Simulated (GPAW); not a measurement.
# Dielectric function and optical constants of BN (Qingsongite)

Aim: the dielectric function of BN (Qingsongite), and the optical constants that follow from it.

Calculated with GPAW 26.7.0; DFT, PBE, plane-wave PAW (GPAW data sets), scalar-relativistic, RPA, optical limit.

### Step 1. Set-up

Symmetry: F-43m, No. 216, cubic system. The conventional cell has a = 3.615 Å, b = 3.615 Å, c = 3.615 Å, α = 90.00°, β = 90.00°, γ = 90.00°. N has 4 B at 1.57 Å nearest. Nearest to B lie 4 N at 1.57 Å. Farther neighbours and most contacts between anions are not listed.

Coordinates:

```xyz
2
Lattice="0.0000 1.8075 1.8075 1.8075 0.0000 1.8075 1.8075 1.8075 0.0000" Properties=species:S:1:pos:R:3 pbc="T T T"
N     2.7113    2.7113    2.7113
B     0.0000    0.0000    0.0000
```

### Step 2. Dielectric function, RPA

Local fields let the induced charge screen the field inside the cell, which as a rule lowers ε, most along directions where the density is uneven.

Contents of df.py:

```python
from gpaw.response.df import DielectricFunction

df = DielectricFunction('full.gpw', frequencies={'type': 'nonlinear', 'domega0': 0.03, 'omega2': 8},
                        ecut=50,
                        eta=0.12,
                        nbands=14,
                        txt='df.txt')
for direction in ['x']:
    df.get_dielectric_function(xc='RPA', direction=direction, filename=f'df_{direction}.csv')
```

On the command line:

```bash
$ OMP_NUM_THREADS=1 python df.py
```

Numbers of over 12 decimals in the logs are rounded to 6 here.

What it wrote:

```text
Using integrator: PointIntegrator
NonLinearFrequencyDescriptor(from 0.000 to 64.819 eV, 497 points)
Nonperiodic BCs:  [False False False]
Using integrator: PointIntegrator
NonLinearFrequencyDescriptor(from 0.000 to 64.819 eV, 497 points)
Nonperiodic BCs:  [False False False]

Calculating chi0 body with:
    Ground state adapter containing:
    Number of spins: 1
    Number of kpoints: 4913
    Number of irreducible kpoints: 165
    Number of completely occupied states: 4
    Number of partially occupied states: 4

    Linear response parametrization:
    q_c: [0.0, 0.0, 0.0]
    Number of frequency points: 497
    Planewave cutoff: 50.0
    Number of bands: 14
    Number of planewaves: 15
    Broadening (eta): 0.12

Integrating chi0 body.

Symmetries of q_c:
    Direct symmetries (Uq -> q): 24
    Indirect symmetries (TUq -> q): 24
In total 48 allowed symmetries.

165 groups of equivalent kpoints. 96.641563% reduction.

Integral kind: spectral function

Calculating chi0 optical extensions with:
    Ground state adapter containing:
    Number of spins: 1
    Number of kpoints: 4913
    Number of irreducible kpoints: 165
    Number of completely occupied states: 4
    Number of partially occupied states: 4

    Linear response parametrization:
    Number of frequency points: 497
    Planewave cutoff: 50.0
    Number of bands: 14
    Number of planewaves: 15
    Broadening (eta): 0.12
Integrating chi0 head and wings.

Symmetries of q_c:
    Direct symmetries (Uq -> q): 24
    Indirect symmetries (TUq -> q): 24
In total 48 allowed symmetries.

165 groups of equivalent kpoints. 96.641563% reduction.

Integral kind: spectral function wings
```

The job ended after 3.5 s (1 thread of Arm Neoverse V1, shared host; peak memory 0.2 GiB).

Numbers from this step:

```
electronic dielectric constant ε∞, mean over x, y and z (by symmetry where fewer were run) : 4.517
main peak of Im epsilon, first axis                                                        : 12.17 eV
```

Some rows of df_x.csv (energy; Re and Im without local fields; Re and Im with them):

```text
0.000000, 4.699922, 0.000000, 4.517031, 0.000000
0.429336, 4.704363, 0.002487, 4.521156, 0.002310
0.878195, 4.718587, 0.005133, 4.534365, 0.004766
1.347938, 4.744247, 0.008005, 4.558190, 0.007432
1.840057, 4.783523, 0.011195, 4.594647, 0.010390
2.356191, 4.839343, 0.014832, 4.646440, 0.013759
2.898142, 4.915724, 0.019101, 4.717273, 0.017707
3.467895, 5.018324, 0.024282, 4.812350, 0.022492
4.067647, 5.155390, 0.030822, 4.939244, 0.028519
4.699832, 5.339460, 0.039473, 5.109437, 0.036470
5.367152, 5.590698, 0.051606, 5.341342, 0.047589
6.072622, 5.944115, 0.070013, 5.666817, 0.064391
6.819608, 6.467759, 0.101369, 6.147501, 0.092871
7.611886, 7.321457, 0.166941, 6.927249, 0.151988
8.453705, 9.083064, 0.412810, 8.520348, 0.370163
9.349861, 12.112239, 3.478000, 11.284283, 3.077850
10.305790, 9.300228, 7.854506, 8.863133, 7.081343
11.327680, 7.989218, 11.198181, 7.772550, 10.161272
12.422601, -2.946216, 12.277796, -2.023270, 11.726904
13.598673, -1.739674, 5.069991, -1.463929, 4.879458
```

Values under the direct gap are tails of Lorentzian lines. The Im ε, E ∥ x by photon energy; read off at these points:

```tsv
photon energy (eV)	Im ε, E ∥ x
0.00	0
0.50	0.00269
1.00	0.00545
1.50	0.00833
2.00	0.0114
2.50	0.0148
3.00	0.0185
3.50	0.0228
4.00	0.0278
4.50	0.0337
5.00	0.0410
5.50	0.0503
6.00	0.0623
6.50	0.0788
7.00	0.103
7.50	0.140
8.00	0.210
8.50	0.404
9.00	1.97
9.50	4.69
10.00	7.22
10.50	7.83
11.00	9.34
11.50	11.8
12.00	13.9
12.18	15.7
12.50	11.2
13.00	9.09
13.50	5.15
```

Table of Re ε, E ∥ x by photon energy:

photon energy (eV), Re ε, E ∥ x and a bar from the least value:
```
      0.0        4.5 ###############
      0.5        4.5 ###############
      1.0        4.5 ###############
      1.5        4.6 ###############
      2.0        4.6 ###############
      2.5        4.7 ###############
      3.0        4.7 ################
      3.5        4.8 ################
      4.0        4.9 ################
      4.5        5.1 ################
      5.0        5.2 #################
      5.5        5.4 #################
      6.0        5.6 ##################
      6.5        5.9 ##################
      7.0        6.3 ###################
      7.5        6.8 ####################
      8.0        7.5 ######################
      8.5        8.7 ########################
      9.0       10.3 ############################
      9.5       11.4 ##############################
     10.0       10.1 ###########################
     10.5        9.1 #########################
     11.0        9.0 #########################
     11.5        7.7 ######################
     12.0        4.1 ##############
     12.5       -2.1 #
     13.0       -2.4 
     13.5       -2.4
```

The loss function −Im 1/ε at q → 0, E ∥ x has structure finer than the step of the table below, so its rows give means over 0.5 eV, whole bins alone (the curve runs from 0 to 14.0 eV). Peaks (eV: height): 13.69: 0.194.

Values under the direct gap are tails of Lorentzian lines. Table of loss function −Im 1/ε at q → 0, E ∥ x by energy loss; means over each step:

```tsv
energy loss (eV)	loss function −Im 1/ε at q → 0, E ∥ x
0.5	1.3e-4
1.0	2.6e-4
1.5	4.0e-4
2.0	5.4e-4
2.5	6.8e-4
3.0	8.3e-4
3.5	9.8e-4
4.0	0.00115
4.5	0.00132
5.0	0.00152
5.5	0.00173
6.0	0.00197
6.5	0.00225
7.0	0.00259
7.5	0.00305
8.0	0.00376
8.5	0.00574
9.0	0.0165
9.5	0.0300
10.0	0.0464
10.5	0.0564
11.0	0.0576
11.5	0.0612
12.0	0.0654
12.5	0.0863
13.0	0.104
13.5	0.157
```

Values under the direct gap are tails of Lorentzian lines. Table of Im ε, E ∥ x by photon energy; read off at these points:

```tsv
photon energy (eV)	without local fields	with local fields
0.00	0	0
0.50	0.00290	0.00269
1.00	0.00587	0.00545
1.50	0.00897	0.00833
2.00	0.0123	0.0114
2.50	0.0159	0.0148
3.00	0.0200	0.0185
3.50	0.0246	0.0228
4.00	0.0300	0.0278
4.50	0.0365	0.0337
5.00	0.0445	0.0410
5.50	0.0545	0.0503
6.00	0.0678	0.0623
6.50	0.0858	0.0788
7.00	0.112	0.103
7.50	0.154	0.140
8.00	0.232	0.210
8.50	0.451	0.404
9.00	2.24	1.97
9.50	5.31	4.69
10.00	8.01	7.22
10.50	8.65	7.83
11.00	10.3	9.34
11.50	13.0	11.8
12.00	15.4	13.9
12.18	17.1	15.7
12.50	11.7	11.2
13.00	9.51	9.09
13.50	5.25	5.15
```

The reflectivity at normal incidence, E ∥ x by photon energy; read off at these points:

photon energy (eV), reflectivity at normal incidence, E ∥ x (%) and a bar from the least value:
```
     0.00       13.0 
     0.50       13.0 
     1.00       13.0 
     1.50       13.1 
     2.00       13.3 
     2.50       13.5 
     3.00       13.7 #
     3.50       14.0 #
     4.00       14.3 #
     4.50       14.8 #
     5.00       15.3 ##
     5.50       15.8 ##
     6.00       16.6 ###
     6.50       17.4 ####
     7.00       18.5 ####
     7.50       19.8 ######
     8.00       21.6 #######
     8.50       24.3 #########
     9.00       28.1 ############
     9.50       31.8 ###############
    10.00       33.4 ################
    10.50       33.4 ################
    11.00       35.6 ##################
    11.50       39.2 #####################
    12.00       43.6 #########################
    12.26       50.3 ##############################
    12.50       48.4 ############################
    13.00       47.2 ###########################
    13.34       49.9 ##############################
    13.50       44.4 #########################
```

At chosen wavelengths:

```tsv
wavelength (nm)	n	k	R (%)	1/α
800	2.14	0.002	13.2	32 µm
532	2.15	0.003	13.4	13 µm
450	2.17	0.004	13.6	9.3 µm
405	2.18	0.004	13.7	7.4 µm
308	2.22	0.006	14.4	3.9 µm
248	2.28	0.009	15.3	2.2 µm
193	2.42	0.016	17.3	980 nm
```

Below the direct gap, k and the depth come from the tails of the Lorentzian lines, not from transitions.

### Step 3. Summary of results

```
electronic dielectric constant ε∞, mean over x, y and z (by symmetry where fewer were run) (RPA) : 4.52
main peak of Im epsilon, first axis                                                              : 12.2 eV
```

**Reading.** At this level (PBE, RPA) BN has ε∞ = 4.52 and n = 2.13 at 1550 nm, and Im ε peaks at 12.2 eV. Local fields change the static value along x from 4.70 to 4.52 (-4 %). Excitons and phonon-assisted transitions are missing; PBE gaps are as a rule too small, which pulls the onset down and ε∞ up. The sum runs over mesh points, so small or evenly spaced maxima can still be ripples of the mesh.

[Machine, clock and banner lines and Python warnings are left out of the logs.]

[Logs are printed without paths, hosts, clocks, repeated set-up lines and the standing remarks that a program may print on its own settings, such as how far it seeks lower states.]

[Hosts, paths, dates, database ids (printed as entryN), source tags and the programs' standing remarks are cut or masked in the printed files.]
